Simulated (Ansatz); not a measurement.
# Rb2La: relaxing a made-up structure, part 2 of 2

This structure for Rb2La is made up. Its elements were placed in a known structure type with a cell scaled to their sizes. What cell does the guess relax to, and how far off was it?

Ansatz 0.2.0; DFT, r2SCAN, plane-wave PAW, files of the set soft_1, scalar-relativistic, no spin, cell and ions relaxed at zero pressure; PAW set soft_1 (the session's first sound run).

So far: Starting point; Relaxing cell and atoms. The relaxed cell has a = 7.544, c = 3.744 Å (conventional setting).

## Step 3: Bands of the relaxed cell

A second self-consistent run takes a narrower smearing and the mesh shown in its input; the bands follow along the standard path of the relaxed lattice.

This step: DFT, r2SCAN, plane-wave PAW, files of the set soft_1, scalar-relativistic, no spin, bands and density of states at the relaxed cell; PAW set soft_1 (Ansatz 0.2.0).

File input.yaml:

```yaml
crystal:
  lattice:
    - [7.5440271612, 0.0, 0.0]
    - [-3.7720135806, 6.5333191684, 0.0]
    - [0.0, 0.0, 3.7439160448]
  atoms:
    - { symbol: La, position: [0.0, 0.0, 0.0] }
    - { symbol: Rb, position: [0.6666666667, 0.3333333333, 0.5] }
    - { symbol: Rb, position: [0.3333333333, 0.6666666667, 0.5] }
kpoints:
  mp_grid: { grid: [6, 6, 8] }
  band_path:
    path:
      - [[0.0, 0.0, 0.0], [0.5, 0.0, 0.0], [0.33333333, 0.33333333, 0.0], [0.0, 0.0, 0.0], [0.0, 0.0, 0.5], [0.5, 0.0, 0.5], [0.33333333, 0.33333333, 0.5], [0.0, 0.0, 0.5]]
      - [[0.5, 0.0, 0.5], [0.5, 0.0, 0.0]]
      - [[0.33333333, 0.33333333, 0.0], [0.33333333, 0.33333333, 0.5]]
    npoints: 8
scf:
  occupations: { method: fermi_dirac, width: 0.03 }
  n_extra_bands: 7
hamiltonian:
  xc: r2scan
  pseudopotentials: { kind: paw, azcp: { folder: soft_1 } }
output:
  forces: true
  stress: true
  write_bands: true
  dos: { projected: true }
  write_density: true
  write_potential: true
  elf: true
  volumetric_format: npy
```

Launch:

```bash
$ ansatz run input.yaml --threads 4 --pin off --max-ram 8192MiB --backend cpu --events-out ev --progress --plain --runs-dir out
```

Numbers of over 12 decimals in the logs are rounded to 6 here.

Output:

```text
La: projections on atomic orbitals take those of the free atom [Kr 4d10] 4f0 5s2 5p6 5d1 6s2, of charge +0.00 (hamiltonian.pseudopotentials.projection_atoms); the dataset's partial waves leave at most 1.9e-5 of an orbital's norm unspanned inside its sphere
[...]
Crystal: 3 atoms, lattice volume = 184.528 Å³
Basis set: ecut = 500 eV, 4723 PW (Γ), exchange–correlation on 240×240×120 points (64 copies of the dense FFT grid, shifted against one another)
Bands: 22, of which v1, the nominal top of the filled ones, is band 15 counted from 1 (14 counted from 0)
Symmetry: 24 space group operations
[...]
k-points: 35 of 288
[...]
SCF iter   1: F=—  HF=-12819.447149 eV  |F-HF|=—  |Δ(HF+E_count)|=         —  Δρ=1.59e-2  dr2=1.13e0  dr2_τ=4.81e-3  ethr=3.10e-3  ⟨swp⟩=6.3  Hψ=3838  notcnv=0
[...]
SCF iter  10: F=-12819.248732 eV  HF=-12819.248732 eV  |F-HF|=1.45e-9  |Δ(HF+E_count)|=   2.47e-8  Δρ=1.10e-6  dr2=6.75e-9  dr2_τ=6.62e-11  ethr=3.45e-10  ⟨swp⟩=13.0  Hψ=5946  notcnv=0
SCF 1 converged in 10 iterations: F = -12819.248732 eV  dr2 = 6.75e-9
[...]
NSCF: frozen V_eff on 75 k-points
SCF converged after 10 iterations
Free energy (F): -12819.248732 eV
[...]
Internal energy: -12819.235577 eV  (E = F + TS)
E sigma→0 (E₀):  -12819.242155 eV
Entropy (-TS):   -0.013155 eV (-4.385 meV/atom)
Fermi energy:    4.417174 eV
[...]
--- Stress (GPa, compression-positive) ---
        0.083301       0.000000       0.000000
       -0.000000       0.083301       0.000000
        0.000000       0.000000      -0.100905
  P = ⅓ Tr σ = 0.0219 GPa (0.219 kbar)
--- Band table (eV; the first three rows and the last of 35) ---
  k-point 0: bands = [... 11 lower, -8.5238, 1.8450, 4.0887, 4.6713, 4.6713, 5.1722, 5.1722, 5.3603, ... 3 higher]
  k-point 1: bands = [... 11 lower, -8.6288, 2.1073, 4.4627, 4.7257, 4.7257, 5.0344, 5.0344, 5.3784, ... 3 higher]
  k-point 2: bands = [... 11 lower, -8.6419, 2.8023, 4.6567, 4.6567, 4.8650, 4.8650, 5.2346, 5.4057, ... 3 higher]
  k-point 34: bands = [... 11 lower, -8.5823, 4.0223, 4.0223, 4.6724, 5.4045, 5.4158, 5.4158, 5.4237, ... 3 higher]
```

Run time: 6.2 s. Hardware: 4 threads of Intel Xeon Platinum 8488C (Sapphire Rapids), shared host; peak memory 1.1 GiB.

This step gave:

```
free energy             : -12819.2487 eV
energy at zero smearing : -12819.2422 eV
smearing term TS        : 0.01315 eV
Fermi energy            : 4.417 eV
pressure                : 0.02190 GPa
```

bands.tsv at the labelled points (eV, zero at the Fermi level; the bands that come nearest the Fermi level along the path):

```tsv
point	band 11	band 12	band 13	band 14	band 15	band 16	band 17	band 18
Γ	-12.96	-12.94	-2.57	-0.33	0.25	0.25	0.76	0.76
M	-12.96	-12.95	-1.74	-1.05	-0.47	0.34	0.62	0.72
K	-12.95	-12.95	-1.61	-0.84	-0.84	0.26	0.70	0.70
Γ	-12.96	-12.94	-2.57	-0.33	0.25	0.25	0.76	0.76
A	-13.02	-13.02	-0.31	-0.31	0.34	0.62	0.70	0.70
L	-13.05	-13.01	-0.52	-0.26	0.27	0.95	0.97	0.99
H	-13.08	-13.00	-0.39	-0.39	0.26	0.99	1.00	1.00
A	-13.02	-13.02	-0.31	-0.31	0.34	0.62	0.70	0.70
L	-13.05	-13.01	-0.52	-0.26	0.27	0.95	0.97	0.99
M	-12.96	-12.95	-1.74	-1.05	-0.47	0.34	0.62	0.72
K	-12.95	-12.95	-1.61	-0.84	-0.84	0.26	0.70	0.70
H	-13.08	-13.00	-0.39	-0.39	0.26	0.99	1.00	1.00
```

Counts of states for the cell as run, both spins, by energy window (eV from the Fermi level):

```
from  to  total
  -8  -7   0.00
  -7  -6   0.00
  -6  -5   0.00
  -5  -4   0.00
  -4  -3   0.00
  -3  -2   0.19
  -2  -1   0.87
  -1   0   3.86
   0   1   9.73
```

Below -8 eV lie 24.0 more states.

Valence density in the ab plane at fractional z = 0.500, with atoms of Rb within 0.2 Å of it. It is the smooth field of the valence electrons, not physical close to the nuclei.

Ten even steps from '0' (0.0 e/Å³) to '9' (2.0 e/Å³), each cell a mean:
```
000000000000000000000
000000000000000000000
000000000000000000000
000000012210000000000
000001367520000000000
000004899720000000000
000028869610000000000
000149888300000000000
000148974100000000000
000124421000000000000
000011100000001221000
000000000000136752000
000000000001489972000
000000000002786961000
000000000014988830000
000000000014898410000
000000000012442000000
000000000001110000000
000000000000000000000
000000000000000000000
000000000000000000000
```
Columns run along a (7.5 Å), rows up along b (7.5 Å). Atoms in or near the plane, at fractional coordinates: Rb at (0.67, 0.33), Rb at (0.33, 0.67).

ELF in the ab plane at fractional z = 0.500, with atoms of Rb within 0.2 Å of it. It is the smooth field of the valence electrons, not physical close to the nuclei.

Ten even steps from '0' (0.04) to '9' (0.86), each cell a mean:
```
024676420000025775310
245764100000015765321
466640014430014765433
676300479972014776555
764005999993015777667
641049967993015777777
410389406971025554455
200598348940022111112
001799899610000000000
001699985100001332000
000366520000147997300
000011000001699999400
110000011005986799400
443333431028940697102
666666640059834994014
777777630169989950046
666677630169998400467
544567630036753003676
223467630001100146654
112467641000001467642
012567641000024676420
```
Columns run along a (7.5 Å), rows up along b (7.5 Å). Atoms in or near the plane, at fractional coordinates: Rb at (0.67, 0.33), Rb at (0.33, 0.67).

Electrostatic potential energy in the ab plane at fractional z = 0.500, with atoms of Rb within 0.2 Å of it. With pseudopotentials it is smooth inside the atoms' cores, unlike the true potential.

Ten even steps from '0' (-94 eV) to '9' (8 eV), each cell a mean:
```
999999999999999999999
999999999999999999999
999999999999999999999
999999988899999999999
999999865789999999999
999998300489999999999
999984000689999999999
999972003899999999999
999973247999999999999
999987789999999999999
999999999999998889999
999999999999986478999
999999999999730058999
999999999998400068999
999999999997200389999
999999999997324899999
999999999998778999999
999999999999999999999
999999999999999999999
999999999999999999999
999999999999999999999
```
Columns run along a (7.5 Å; values clipped at the 3rd and 97th percentile), rows up along b (7.5 Å). Atoms in or near the plane, at fractional coordinates: Rb at (0.67, 0.33), Rb at (0.33, 0.67).

## Step 4: Outcome

* space group, relaxed: P6/mmm
* conventional cell: a = 7.544, b = 7.544, c = 3.744 Å; α = 90.0°, β = 90.0°, γ = 120.0°
* volume per atom: 61.51 Å³ (guess 66.85)

**Reading.** Rb2La relaxes to P6/mmm with a = 7.544, b = 7.544 and c = 3.744 Å. The guessed volume was 9 % too large. The space group P6/mmm was held in the relaxation, so the end point is a stationary structure within it and may be a saddle against distortions or other arrangements. Bands cross the Fermi level, so it is a metal or semimetal at this level. The electron count is odd, which forces that without spin polarisation or a larger cell. On the 6×6×8 mesh with the narrower smearing (relaxed on 5×5×5) the forces vanish, as symmetry may demand, and the largest stress component is 0.101 GPa, against the relaxation's thresholds of 0.015 eV/Å and 0.05 GPa. The cutoff wasn't tested. A vector of the cell changed its length by 33 %, so the starting arrangement is largely lost and the mesh was laid for another shape. Spin-orbit coupling is left out, which can matter for elements this heavy. No dispersion term is used, so weakly bound directions may come out too long. Nothing here tests whether the compound is stable against decomposition.

[Logs are printed without paths, hosts, clocks, repeated set-up lines and the standing remarks that a program may print on its own settings, such as how far it seeks lower states.]

[Hosts, paths, dates, database ids (printed as entryN), source tags and the programs' standing remarks are cut or masked in the printed files.]
